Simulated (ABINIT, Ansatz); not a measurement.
# AlH3 (R-3c): G0W0 with ABINIT, start to end

How does a plane-wave GW calculation on AlH3 (R-3c) run from the first input to the gap?

Program: ABINIT 10.8.3. Level of theory: LDA and many-body steps on it, plane waves. Results are calculated unless marked as measured.

### 1. The starting structure

Symmetry: R-3c, No. 167, trigonal system. The conventional cell has a = 4.449 Å, b = 4.449 Å, c = 11.804 Å, α = 90.00°, β = 90.00°, γ = 120.00°. Al has 6 H at 1.72 Å nearest. Nearest to H lie 2 Al at 1.72 Å. Farther neighbours are not listed.

The cell and positions come from the Crystallography Open Database and are kept as given unless a step says otherwise.

### 2. Ground state

This step: ABINIT 10.8.3; DFT, LDA, plane waves, norm-conserving pseudopotentials.

The ground-state density comes first.

Input file run.abi:

```
acell 3*1.0 Angstrom
rprim 
  2.224650000012 1.284402276382 3.934566666693
  -2.224650000012 1.284402276382 3.934566666693
  -0.000000000000 -2.568804552697 3.934566666715
ntypat 2
znucl 13 1
natom 8
typat 1 1 2 2 2 2 2 2
xred 
  0.000000000000 0.000000000000 -0.000000000000
  0.500000000000 0.500000000000 0.500000000000
  0.878000000000 0.622000000000 0.250000000000
  0.250000000000 0.878000000000 0.622000000000
  0.622000000000 0.250000000000 0.878000000000
  0.122000000000 0.378000000000 0.750000000000
  0.750000000000 0.122000000000 0.378000000000
  0.378000000000 0.750000000000 0.122000000000
pp_dirpath "pseudos"
pseudos "Al.upf, H.upf"
ecut 31
ngkpt 6 6 6
nshiftk 1
shiftk 0 0 0
kptopt 1
chksymbreak 0
nband 14
occopt 1
tolvrs 1e-10
nstep 60
prtwf 0
optforces 0
optstress 0
indata_prefix "in"
outdata_prefix "out"
tmpdata_prefix "tmp"
```

On the command line:

```sh
$ OMP_NUM_THREADS=1 mpirun -n 4 abinit run.abi > log
```

Numbers of over 12 decimals in the logs are rounded to 6 here.

Output:

```text
.Version 10.8.3 of ABINIT. v10.8.2 released Aug 2026.

 Symmetries : space group R-3 c (#167); Bravais hR (rhombohedral)
================================================================================
 Values of the parameters that define the memory need of the present run
     intxc =       0    ionmov =       0      iscf =       7    lmnmax =       6
     lnmax =       6     mgfft =      48  mpssoang =       3    mqgrid =    3001
     natom =       8  nloc_mem =       1    nspden =       1   nspinor =       1
    nsppol =       1      nsym =      12    n1xccc =    2501    ntypat =       2
    occopt =       1   xclevel =       1
-    mband =          14        mffmem =           1         mkmem =           8
       mpw =        3774          nfft =      110592          nkpt =          32
================================================================================
  Rough estimation (10% accuracy) of disk space for files :
================================================================================

--------------------------------------------------------------------------------
------------- Echo of variables that govern the present computation ------------
--------------------------------------------------------------------------------
 -outvars: echo values of preprocessed input variables --------
            acell      1.8897261259E+00  1.8897261259E+00  1.8897261259E+00 Bohr

      chksymbreak           0
             ecut      3.10000000E+01 Hartree
-          fftalg         312

              ixc       -1012
              kpt      0.00000000E+00  0.00000000E+00  0.00000000E+00
                       1.66666667E-01  0.00000000E+00  0.00000000E+00
                       3.33333333E-01  0.00000000E+00  0.00000000E+00
                       5.00000000E-01  0.00000000E+00  0.00000000E+00
                       1.66666667E-01  1.66666667E-01  0.00000000E+00
                       3.33333333E-01  1.66666667E-01  0.00000000E+00
                       5.00000000E-01  1.66666667E-01  0.00000000E+00
                      -3.33333333E-01  1.66666667E-01  0.00000000E+00
                      -1.66666667E-01  1.66666667E-01  0.00000000E+00
   [... 21 further rows ...]
                      -3.33333333E-01  5.00000000E-01  3.33333333E-01
                       5.00000000E-01  5.00000000E-01  5.00000000E-01
         kptrlatt        6    0    0      0    6    0      0    0    6
          kptrlen      5.04477507E+01
P           mkmem           8
            natom           8
            nband          14
            ngfft          48      48      48
             nkpt          32
            nstep          60
             nsym          12
           ntypat           2
              occ      2.000000  2.000000  2.000000  2.000000  2.000000  2.000000
                       0.000000  0.000000  0.000000  0.000000  0.000000  0.000000
                       0.000000  0.000000
        optforces           0
        optstress           0
            prtwf           0
            rprim      2.2246500000E+00  1.2844022764E+00  3.9345666667E+00
[...]
spgroup         167

           tolvrs      1.00000000E-10

             xred      0.0000000000E+00  0.0000000000E+00  0.0000000000E+00
[...]
znucl       13.00000    1.00000

================================================================================

 chkinp: Checking input parameters for consistency.

================================================================================
== DATASET  1 ==================================================================
-   mpi_nproc: 4, omp_nthreads: 1 (-1 if OMP is not activated)

--- !DatasetInfo
iteration_state: {dtset: 1, }
dimensions: {natom: 8, nkpt: 32, mband: 14, nsppol: 1, nspinor: 1, nspden: 1, mpw: 3774, }
cutoff_energies: {ecut:  31.0, pawecutdg:  -1.0, }
electrons: {nelect:   1.20000000E+01, charge:   0.00000000E+00, occopt:   1.00000000E+00, tsmear:   1.00000000E-02, }

 Real(R)+Recip(G) space primitive vectors, cartesian coordinates (Bohr,Bohr^-1):
 R(1)=  4.2039792  2.4271685  7.4352534  G(1)=  0.1189349  0.0686671  0.0448315
 R(2)= -4.2039792  2.4271685  7.4352534  G(2)= -0.1189349  0.0686671  0.0448315
 R(3)=  0.0000000 -4.8543371  7.4352534  G(3)=  0.0000000 -0.1373342  0.0448315
 Unit cell volume ucvol=  4.5520552E+02 bohr^3
 Angles (23,13,12)=  5.65158561E+01  5.65158561E+01  5.65158561E+01 degrees

 getcut: wavevector=  0.0000  0.0000  0.0000  ngfft=  48  48  48
         ecut(hartree)=     31.000   => boxcut(ratio)=   2.15699

--- Pseudopotential description ------------------------------------------------
- Al Generated using ONCVPSP code by D. R. Hamann
- 13.00000   3.00000  180309                  znucl, zion, pspdat
12 -1012 2 -1 1854                            pspcod,pspxc,lmax,lloc,mmax
     nproj     2     2     2
  pspatm : epsatm=    0.57439143
         --- l  ekb(1:nproj) -->
[...]
pspatm: atomic psp has been read  and splines computed

- H Generated using ONCVPSP code by D. R. Hamann
-  1.00000   1.00000  180309                  znucl, zion, pspdat
12 -1012 1 -1 1180                            pspcod,pspxc,lmax,lloc,mmax
     nproj     2     1     0
  pspatm : epsatm=    0.35439867
         --- l  ekb(1:nproj) -->
[...]
1   -0.275071
 pspatm: atomic psp has been read  and splines computed

   3.93020982E+01                                ecore*ucvol(ha*bohr**3)
--------------------------------------------------------------------------------

_setup2: Arith. and geom. avg. npw (full set) are    3752.681    3752.664

================================================================================

--- !BeginCycle
iteration_state: {dtset: 1, }
solver: {iscf: 7, nstep: 60, nline: 4, wfoptalg: 0, }
tolerances: {tolvrs: 1.00E-10, }

     iter   Etot(hartree)      deltaE(h)  residm     vres2
 ETOT  1  -8.148599    -8.149E+00 3.108E-02 7.541E+01
 ETOT  2  -8.176115    -2.752E-02 6.361E-03 5.735E-01
 ETOT  3  -8.176179    -6.428E-05 1.429E-03 4.806E-02
 ETOT  4  -8.176181    -2.349E-06 6.181E-04 8.413E-04
 ETOT  5  -8.176181    -3.412E-08 7.510E-04 1.808E-06
 ETOT  6  -8.176181    -1.387E-10 3.131E-04 1.853E-08
 ETOT  7  -8.176181    -1.540E-12 2.999E-04 1.851E-10
 ETOT  8  -8.176181    -5.862E-14 1.830E-04 1.989E-12

 At SCF step    8       vres2   =  1.99E-12 < tolvrs=  1.00E-10 =>converged.

--- !ResultsGS
iteration_state: {dtset: 1, }
comment   : Summary of ground state results
lattice_vectors:
- [  4.2039792,   2.4271685,   7.4352534, ]
- [ -4.2039792,   2.4271685,   7.4352534, ]
- [ -0.0000000,  -4.8543371,   7.4352534, ]
lattice_lengths: [   8.87962,    8.87962,    8.87962, ]
lattice_angles: [ 56.516,  56.516,  56.516, ] # degrees, (23, 13, 12)
lattice_volume:   4.5520552E+02
convergence: {deltae: -5.862E-14, res2:  1.989E-12, residm:  1.830E-04, diffor:  0.000E+00, }
etotal    :  -8.17618141E+00
entropy   :   0.00000000E+00
fermie    :   3.04606407E-02
cartesian_stress_tensor: null
pressure_GPa: null
xred      :
- [  0.0000E+00,   0.0000E+00,   0.0000E+00, Al]
- [  5.0000E-01,   5.0000E-01,   5.0000E-01, Al]
- [  8.7800E-01,   6.2200E-01,   2.5000E-01,  H]
- [  2.5000E-01,   8.7800E-01,   6.2200E-01,  H]
- [  6.2200E-01,   2.5000E-01,   8.7800E-01,  H]
- [  1.2200E-01,   3.7800E-01,   7.5000E-01,  H]
- [  7.5000E-01,   1.2200E-01,   3.7800E-01,  H]
- [  3.7800E-01,   7.5000E-01,   1.2200E-01,  H]
cartesian_forces: null
force_length_stats: {min: null, max: null, mean: null, }

 Integrated electronic density in atomic spheres:
 ------------------------------------------------
 Atom  Sphere_radius  Integrated_density
[...]
================================================================================

 ----iterations are completed or convergence reached----

 Mean square residual over all n,k,spin=   15.411E-07; max=  18.301E-05
 reduced coordinates (array xred) for    8 atoms
[...]
0.250000000000      0.878000000000      0.622000000000
       0.622000000000      0.250000000000      0.878000000000
       0.122000000000      0.378000000000      0.750000000000
       0.750000000000      0.122000000000      0.378000000000
       0.378000000000      0.750000000000      0.122000000000
 rms dE/dt=  0.0000E+00; max dE/dt=  0.0000E+00; dE/dt below (all hartree)
    1       0.000000000000      0.000000000000      0.000000000000
    2       0.000000000000      0.000000000000      0.000000000000
    3       0.000000000000      0.000000000000      0.000000000000
    4       0.000000000000      0.000000000000      0.000000000000
    5       0.000000000000      0.000000000000      0.000000000000
    6       0.000000000000      0.000000000000      0.000000000000
    7       0.000000000000      0.000000000000      0.000000000000
    8       0.000000000000      0.000000000000      0.000000000000

 cartesian coordinates (angstrom) at end:
    1      0.000000     0.000000     0.000000
    2      0.000000     3.35e-11     5.901850
    3      0.569510     1.284402     6.885492
    4     -1.397080    -0.148991     6.885492
    5      0.827570    -1.135412     6.885492
    6     -0.569510    -1.284402     4.918208
    7      1.397080     0.148991     4.918208
    8     -0.827570     1.135412     4.918208
 length scales=  1.889726125908  1.889726125908  1.889726125908 bohr
              =  1.000000000000  1.000000000000  1.000000000000 angstroms
 prteigrs : about to open file out_EIG
 Fermi (or HOMO) energy (hartree) =   0.03046   Average Vxc (hartree)=  -0.32849
 Eigenvalues (hartree) for nkpt=  32  k points:
 kpt#   1, nband= 14, wtk=  0.00463, kpt=  0.0000  0.0000  0.0000 (reduced coord)
  -0.29438   -0.05951   -0.03551   -0.03551    0.02862    0.02862    0.10193    0.23711
   0.23933    0.23933    0.28007    0.28007    0.28252    0.35862
 prteigrs : prtvol=0 or 1, do not print more k-points.

--- !EnergyTerms
iteration_state     : {dtset: 1, }
comment             : Components of total free energy in Hartree
kinetic             :  5.15505001027763E+00
hartree             :  8.39423433444502E-01
xc                  : -4.30355033335424E+00
Ewald energy        : -6.95149259156557E+00
psp_core            :  8.63392388367388E-02
local_psp           : -3.22362026565775E+00
non_local_psp       :  2.21669098790718E-01
total_energy        : -8.17618140922796E+00
total_energy_eV     : -2.22485230343711E+02
band_energy         : -1.06491277860303E+00

== END DATASET(S) ==============================================================
================================================================================

 -outvars: echo values of variables after computation  --------
           etotal     -8.1761814092E+00
            nband          14
             nkpt          32
          spgroup         167
 [... the other variables as echoed above ...]

 Calculation completed.
```

It took 32 s on 4 MPI ranks of Intel Xeon Platinum 8259CL at 2.50GHz (Skylake/Cascade Lake), shared host; peak memory 0.39 GiB; 2.1 min of CPU time.

Numbers from this step:

```yaml
total_energy: -222.4852 eV
gap: 1.945 eV
k_of_the_valence_top: 0.5, 0.3333, 0
k_of_the_conduction_bottom: 0, 0, 0
least_direct_gap: 1.995 eV
```

The gap is indirect, with the least direct gap 0.05 eV higher.

(Part 1 of 3 ends here.)

[Paths, hosts, dates, memory and timing lines, banners, echoed tables and standing remarks are left out of the program output.]

[Logs are printed without paths, hosts, clocks, repeated set-up lines and the standing remarks that a program may print on its own settings, such as how far it seeks lower states.]

[Runs of the session that timed out or met a known fault of the program may be left out.]

[Hosts, paths, dates, database ids (printed as entryN), source tags and the programs' standing remarks are cut or masked in the printed files.]

[G0W0 gaps are taken among the corrected bands and points alone; a level outside them can change the order at an edge.]

[Where Ansatz stands beside ABINIT at settings called matched, ABINIT's density can come from a denser mesh and the files from another edition; pairs whose starting gaps differed by over 0.03 eV were left out, so agreement reads better than it is.]
